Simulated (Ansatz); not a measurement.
# Li on Al(100): change of the work function, part 2 of 2

Wanted: Δφ(θ) for Li/Al(100), starting from the bridge site.

Ansatz 0.2.0; plane-wave DFT, PBEsol, Ansatz PAW (the session's first sound run).

So far, work function, upper face (eV): step 2 (the clean slab) 4.37; step 3 (37 atoms, coverage 0.111 ML, cell 3x3) 3.06; step 4 (17 atoms, coverage 0.25 ML, cell 2x2) 1.99; step 5 (18 atoms, coverage 0.5 ML, cell 2x2) 2.71.

## (6) The covered slab, k-mesh 10×10×1, coverage 1 ML

System of this step: Li/Al(100). The cell holds 5 atoms: 4 Al and 1 Li. Cell: a = 2.864 Å, b = 2.864 Å, c = 26.349 Å, α = 90.0°, β = 90.0°, γ = 90.0°. Vacuum lies along c.

Contents of input.yaml:

```yaml
crystal:
  lattice:
    - [2.8637824638, 0.0, 0.0]
    - [0.0, 2.8637824638, 0.0]
    - [0.0, 0.0, 26.3493997763]
  atoms:
    - { symbol: Al, position: [0.5, 0.5, 0.3415637577] }
    - { symbol: Al, position: [0.0, 0.0, 0.4184156031] }
    - { symbol: Al, position: [0.5, 0.5, 0.4975698961] }
    - { symbol: Al, position: [0.0, 0.0, 0.575416046] }
    - { symbol: Li, position: [0.5, 0.0, 0.6584362423] }
kpoints:
  mp_grid: { grid: [10, 10, 1] }
hamiltonian:
  xc: pbesol
scf:
  occupations: { method: fermi_dirac, width: 0.1 }
  convergence: { dr2_threshold: 1.0e-08 }
efield:
  axis: 3
  dipole_correction: true
  ramp_position: 0.97
  ramp_width: 0.06
relax:
  f_tol: 0.02
  max_steps: 60
  constraints: [{ sites: [0, 1] }]
output:
  bader: true
  write_potential: true
  write_density: true
  volumetric_format: npy
```

Command:

```sh
> ansatz run input.yaml --threads 4 --pin off --max-ram 6144MiB --backend cpu --events-out ev --progress --plain --runs-dir out
```

Wall time 13 s (4 threads of Arm Neoverse V2, shared host); peak memory 0.53 GiB.

Relaxation path:

```csv
step,energy less that of the first step (eV),largest force component (eV/Å)
1,0.0000,0.3878
2,-0.0213,0.1136
3,-0.0227,0.0032
```

Forces are held to the 4 operations that the run works with; a distortion that breaks them can't arise in this run.

The atoms that moved most (Å):

```csv
atom,dx,dy,dz,length
Li5,0.000,0.000,0.128,0.128
Al4,0.000,0.000,-0.015,0.015
Al3,0.000,0.000,0.012,0.012
```

Final coordinates:

```xyz
5
Lattice="2.8638 0.0000 0.0000 0.0000 2.8638 0.0000 0.0000 0.0000 26.3494" Properties=species:S:1:pos:R:3
Al    1.4319    1.4319    9.0000
Al    0.0000    0.0000   11.0250
Al    1.4319    1.4319   13.1223
Al    0.0000    0.0000   15.1472
Li    1.4319    0.0000   17.4777
```

Running mean over 2.025 Å of the planar mean; the ramp of the sawtooth is left out. Table of electron's electrostatic potential energy less the Fermi level by z:

z (Å), electron's electrostatic potential energy less the Fermi level (eV) and a bar from the least value:
```
      3.5       4.37 ##############################
      4.0       4.37 ##############################
      4.5       4.37 ##############################
      5.0       4.37 ##############################
      5.5       4.35 ##############################
      6.0       4.31 ##############################
      6.5       4.14 #############################
      7.0       3.59 ###########################
      7.5       1.97 ######################
      8.0      -0.43 ##############
      8.5      -2.74 ######
      9.0      -4.10 ##
      9.5      -4.44 
     10.0      -4.53 
     10.5      -4.58 
     11.0      -4.55 
     11.5      -4.38 #
     12.0      -4.33 #
     12.5      -4.35 #
     13.0      -4.52 
     13.5      -4.59 
     14.0      -4.57 
     14.5      -4.50 
     15.0      -4.28 #
     15.5      -3.46 ####
     16.0      -2.07 ########
     16.5      -1.51 ##########
     17.0      -1.47 ##########
     17.5      -1.57 ##########
     18.0      -1.18 ###########
     18.5       0.41 #################
     19.0       2.16 #######################
     19.5       3.06 ##########################
     20.0       3.47 ###########################
     20.5       3.65 ############################
     21.0       3.72 ############################
     21.5       3.75 ############################
     22.0       3.76 ############################
     22.5       3.76 ############################
     23.0       3.76 ############################
```

The relaxation took 3 steps and lowered the energy by 0.023 eV; the largest force on the free atoms ends at 0.0032 eV/Å.

The covered face has 3.76 eV, -0.61 eV against the clean one; the bare back face has moved by -0.01 eV, a measure of how thin the slab is.

## (7) Work function against coverage

This step: plane-wave DFT, PBEsol, Ansatz PAW; work function against coverage (Ansatz 0.2.0).

The runs are now put side by side.

Numbers from this step:

```
work function of the clean face     : 4.374 eV
largest change of the work function : -2.383 eV
```

The work function of the covered face by coverage:

```csv
coverage (adsorbates/nm²),work function of the covered face (eV)
0.00,4.37
1.35,3.06
3.05,1.99
6.10,2.71
12.19,3.76
```

The dipole per adsorbate comes from the change of the cell's dipole. Coverage, by row:

```csv
coverage (1/nm²),coverage (ML),work function (eV),change (eV),"dipole per adsorbate, positive end outwards (debye)",mean height of the added atoms over the highest substrate atom (Å)
1.355,0.1111,3.065,-1.31,2.526,2.095
3.048,0.25,1.991,-2.383,2.044,1.947
6.097,0.5,2.707,-1.668,0.708,2.254
12.19,1,3.763,-0.612,0.131,2.33
```

## (8) The 0.25 ML cell at another level of theory, cutoff 420 eV, functional LDA

This step: plane-wave DFT, LDA, Ansatz PAW (Ansatz 0.2.0).

System of this step: Li/Al(100). The cell holds 17 atoms: 16 Al and 1 Li. Its edges and angles: a = 5.728 Å, b = 5.728 Å, c = 26.349 Å, α = 90.0°, β = 90.0°, γ = 90.0°. Vacuum lies along c.

The geometry is kept and the functional is LDA.

Contents of input.yaml:

```yaml
crystal:
  lattice:
    - [5.7275649276, 0.0, 0.0]
    - [0.0, 5.7275649276, 0.0]
    - [0.0, 0.0, 26.3493997763]
  atoms:
    - { symbol: Al, position: [0.25, 0.25, 0.3415637577] }
    - { symbol: Al, position: [0.0, 0.0, 0.4184156031] }
    - { symbol: Al, position: [0.25, 0.2540663443, 0.4978448613] }
    - { symbol: Al, position: [-0.0068548157, 0.0, 0.5711593312] }
    - { symbol: Al, position: [0.25, 0.75, 0.3415637577] }
    - { symbol: Al, position: [0.0, 0.5, 0.4184156031] }
    - { symbol: Al, position: [0.25, 0.7459336557, 0.4978448613] }
    - { symbol: Al, position: [0.0010534436, 0.5, 0.579345012] }
    - { symbol: Al, position: [0.75, 0.25, 0.3415637577] }
    - { symbol: Al, position: [0.5, 0.0, 0.4184156031] }
    - { symbol: Al, position: [0.75, 0.2549666473, 0.4974510335] }
    - { symbol: Al, position: [0.5068548157, 0.0, 0.5711593312] }
    - { symbol: Al, position: [0.75, 0.75, 0.3415637577] }
    - { symbol: Al, position: [0.5, 0.5, 0.4184156031] }
    - { symbol: Al, position: [0.75, 0.7450333527, 0.4974510335] }
    - { symbol: Al, position: [0.4989465564, 0.5, 0.579345012] }
    - { symbol: Li, position: [0.25, 0.0, 0.6532429026] }
kpoints:
  mp_grid: { grid: [5, 5, 1] }
hamiltonian:
  xc: lda
scf:
  occupations: { method: fermi_dirac, width: 0.1 }
  convergence: { dr2_threshold: 1.0e-08 }
efield:
  axis: 3
  dipole_correction: true
  ramp_position: 0.97
  ramp_width: 0.06
output:
  write_potential: true
  write_density: true
  volumetric_format: npy
```

The job ended after 10 s (4 threads; peak memory 1.3 GiB).

This step gave:

* energy at zero smearing: -8403.0178 eV
* work function, upper face: 2.108 eV
* work function, lower face: 4.447 eV
* dipole along the normal: 0.4241 e·Å
* step between the vacuum levels: -2.339 eV

The work function comes to 2.11 eV, +0.12 eV from the first level.

## (9) The 0.25 ML cell at another level of theory, cutoff 1170 eV, functional PBE

This step: plane-wave DFT, PBE, JTH PAW (Ansatz 0.2.0).

The geometry is kept and the functional is PBE; other changes against the main runs: JTH PAW files and cutoff 420 → 1170.

input.yaml, as its differences from that of step 8:

```diff
@@ -26,3 +26,4 @@
 hamiltonian:
-  xc: lda
+  xc: pbe
+  pseudopotentials: { kind: paw, source: jth }
 scf:
```

Elapsed: 68 s, on 4 threads; peak memory 4.3 GiB.

Numbers from this step:

```
energy at zero smearing        : -8799.9525 eV
work function, upper face      : 1.967 eV
work function, lower face      : 4.301 eV
dipole along the normal        : 0.4232 e·Å
step between the vacuum levels : -2.334 eV
```

The work function comes to 1.97 eV, -0.02 eV from the first level.

## (10) The 0.25 ML cell at another level of theory, cutoff 420 eV, functional revpbe

This step: plane-wave DFT, revPBE, Ansatz PAW (Ansatz 0.2.0).

The geometry is kept and the functional is revPBE.

input.yaml, as its differences from that of step 9:

```diff
@@ -26,4 +26,3 @@
 hamiltonian:
-  xc: pbe
-  pseudopotentials: { kind: paw, source: jth }
+  xc: revpbe
 scf:
```

It took 11 s on 4 threads; peak memory 1.3 GiB; 44 s of CPU time.

The work function comes to 1.88 eV, -0.11 eV from the first level.

## (11) The 0.25 ML cell at another level of theory, cutoff 1034.03 eV, functional PBE

This step: plane-wave DFT, PBE, norm-conserving (Ansatz 0.2.0).

The geometry is kept and the functional is PBE; other changes against the main runs: norm-conserving files and cutoff 420 → 1034.03.

input.yaml, as its differences from that of step 10:

```diff
@@ -26,3 +26,4 @@
 hamiltonian:
-  xc: revpbe
+  xc: pbe
+  pseudopotentials: { kind: nc }
 scf:
```

It took 48 s on 4 threads; peak memory 3.8 GiB; 3.1 min of CPU time.

The work function comes to 1.97 eV, -0.03 eV from the first level.

## (12) Side by side

Times are for 4 threads of Arm Neoverse V2, shared host. Results by setting:

```csv
no.,functional,"work function, upper face (eV)",dipole along the normal (e·Å),time,memory (GiB)
1,lda,2.108,0.4241,10 s,1.3
2,pbe,1.967,0.4232,68 s,4.3
3,revpbe,1.879,0.4267,11 s,1.3
4,pbe,1.966,0.4233,48 s,3.8
```

## (13) A changed input: efield.amplitude = 0.02

This step: plane-wave DFT, PBEsol, Ansatz PAW (Ansatz 0.2.0).

System of this step: Li/Al(100). The cell holds 5 atoms: 4 Al and 1 Li. Its edges and angles: a = 2.864 Å, b = 2.864 Å, c = 26.349 Å, α = 90.0°, β = 90.0°, γ = 90.0°. Vacuum lies along c.

A run with a changed input: it repeats the earlier run at 1 ML with efield.amplitude to 0.02.

Contents of input.yaml:

```yaml
crystal:
  lattice:
    - [2.8637824638, 0.0, 0.0]
    - [0.0, 2.8637824638, 0.0]
    - [0.0, 0.0, 26.3493997763]
  atoms:
    - { symbol: Al, position: [0.5, 0.5, 0.3415637577] }
    - { symbol: Al, position: [0.0, 0.0, 0.4184156031] }
    - { symbol: Al, position: [0.5, 0.5, 0.4975698961] }
    - { symbol: Al, position: [0.0, 0.0, 0.575416046] }
    - { symbol: Li, position: [0.5, 0.0, 0.6584362423] }
kpoints:
  mp_grid: { grid: [10, 10, 1] }
hamiltonian:
  xc: pbesol
scf:
  occupations: { method: fermi_dirac, width: 0.1 }
  convergence: { dr2_threshold: 1.0e-08 }
efield:
  axis: 3
  dipole_correction: true
  ramp_position: 0.97
  ramp_width: 0.06
  amplitude: 0.02
relax:
  f_tol: 0.02
  max_steps: 60
  constraints: [{ sites: [0, 1] }]
output:
  bader: true
  write_potential: true
  write_density: true
  volumetric_format: npy
```

Elapsed: 13 s, on 4 threads; peak memory 0.5 GiB.

The steps of the relaxation:

```csv
step,energy less that of the first step (eV),largest force component (eV/Å)
1,0.0000,0.3876
2,-0.0213,0.1136
3,-0.0227,0.0032
```

The run keeps the 4 symmetry operations that it works with, so distortions that break them were not tested.

The atoms that moved most (Å):

```csv
atom,dx,dy,dz,length
Li5,0.000,0.000,0.128,0.128
Al4,0.000,0.000,-0.015,0.015
Al3,0.000,0.000,0.012,0.012
```

The relaxed structure:

```cif
data_structure
_symmetry_space_group_name_H-M 'P 1'
_symmetry_Int_Tables_number 1
_cell_length_a 2.8638
_cell_length_b 2.8638
_cell_length_c 26.3494
_cell_angle_alpha 90.000
_cell_angle_beta 90.000
_cell_angle_gamma 90.000
_cell_volume 216.10
loop_
_atom_site_label
_atom_site_type_symbol
_atom_site_fract_x
_atom_site_fract_y
_atom_site_fract_z
_atom_site_occupancy
Al1 Al 0.50000 0.50000 0.34156 1
Al2 Al 0.00000 0.00000 0.41842 1
Al3 Al 0.50000 0.50000 0.49801 1
Al4 Al 0.00000 0.00000 0.57486 1
Li5 Li 0.50000 0.00000 0.66330 1
```

This step gave:

| Item | Value |
| --- | --- |
| energy at zero smearing | -2300.1879 eV |
| dipole along the normal | 0.03870 e·Å |

```csv
quantity,this run,earlier run,difference
dipole along the normal (e·Å),0.03870,0.02754,0.011
```

The applied field differs between the two, so the dipoles differ in any case.

## (14) Varying the input

This step: plane-wave DFT, PBEsol, Ansatz PAW, but for the change named below (Ansatz 0.2.0).

System of this step: Al(100). The cell holds 4 atoms: 4 Al. Cell: a = 2.864 Å, b = 2.864 Å, c = 24.075 Å, α = 90.0°, β = 90.0°, γ = 90.0°. Vacuum lies along c.

Another changed input: it repeats the earlier run at 0 ML with hamiltonian.xc from pbesol to rpbe and hamiltonian.pseudopotentials to kind: nc, accuracy: standard.

input.yaml, the sections that differ from step 13:

```yaml
crystal:
  lattice:
    - [2.8637824638, 0.0, 0.0]
    - [0.0, 2.8637824638, 0.0]
    - [0.0, 0.0, 24.075]
  atoms:
    - { symbol: Al, position: [0.5, 0.5, 0.3738317757] }
    - { symbol: Al, position: [0.0, 0.0, 0.4579439252] }
    - { symbol: Al, position: [0.5, 0.5, 0.5420560748] }
    - { symbol: Al, position: [0.0, 0.0, 0.6261682243] }
hamiltonian:
  xc: rpbe
  pseudopotentials: { kind: nc, accuracy: standard }
efield:
  axis: 3
  dipole_correction: true
  ramp_position: 0.97
  ramp_width: 0.06
output:
  write_potential: true
  write_density: true
  volumetric_format: npy
# kpoints, scf, relax: as in step 13
```

The job ended after 3.6 s (4 threads; peak memory 0.49 GiB).

The steps of the relaxation:

```csv
step,energy less that of the first step (eV),largest force component (eV/Å)
1,0.0000,0.1731
2,-0.0141,0.0633
3,-0.0168,0.0149
```

Forces are held to the 8 operations that the run works with; a distortion that breaks them can't arise in this run.

The atoms that moved most (Å):

```csv
atom,dx,dy,dz,length
Al4,0.000,0.000,0.130,0.130
Al3,0.000,0.000,0.079,0.079
```

Final coordinates:

```
Al
1.0
     2.86378    0.00000    0.00000
     0.00000    2.86378    0.00000
     0.00000    0.00000   24.07500
Al
4
Cartesian
  1.4319 1.4319 9.0000
  0.0000 0.0000 11.0250
  1.4319 1.4319 13.1289
  0.0000 0.0000 15.2052
```

Numbers from this step:

* energy at zero smearing: -251.3463 eV
* work function, upper face: 4.269 eV
* dipole along the normal: 7.00e-4 e·Å

```csv
quantity,this run,earlier run,difference
"work function, upper face (eV)",4.269,4.374,-0.11
dipole along the normal (e·Å),7.00e-4,3.62e-4,3.4e-4
```

What moves beyond 0.01 in its unit (for the dipole 0.5 % and 5e-5 e·Å): work function, upper face (-0.105 eV) and dipole along the normal (+0.000338 e·Å).

## (15) What came out

| Item | Value |
| --- | --- |
| work function of the clean face | 4.37 eV |
| work function at 0.11 ML | 3.06 eV |
| work function at 0.25 ML | 1.99 eV |
| work function at 0.5 ML | 2.71 eV |
| work function at 1 ML | 3.76 eV |
| dipole per adsorbate at 0.11 ML, positive end outwards | 2.53 D |

In words: Li lowers the work function of Al(100) at the lowest coverage, by 1.31 eV: the adsorbate layer has its positive end outwards. The dipole per adsorbate falls from 2.53 to 0.13 D as the layer fills. Neighbouring dipoles depolarise each other, and heights and bonding change with coverage too. The work function passes a minimum near 0.25 ML among the coverages run and rises again. The slab has 4 layers, at the tabulated experimental lattice constant, one starting site was run, and quantum-size effects of a slab this thin can reach one or two tenths of an eV.

[Logs are printed without paths, hosts, clocks, repeated set-up lines and the standing remarks that a program may print on its own settings, such as how far it seeks lower states.]

[Hosts, paths, dates, database ids (printed as entryN), source tags and the programs' standing remarks are cut or masked in the printed files.]

[Maps of the electrostatic potential energy from Ansatz leave out the sawtooth potential of an applied field or a dipole correction, so their vacuum need not be flat; planar profiles and work functions include it.]
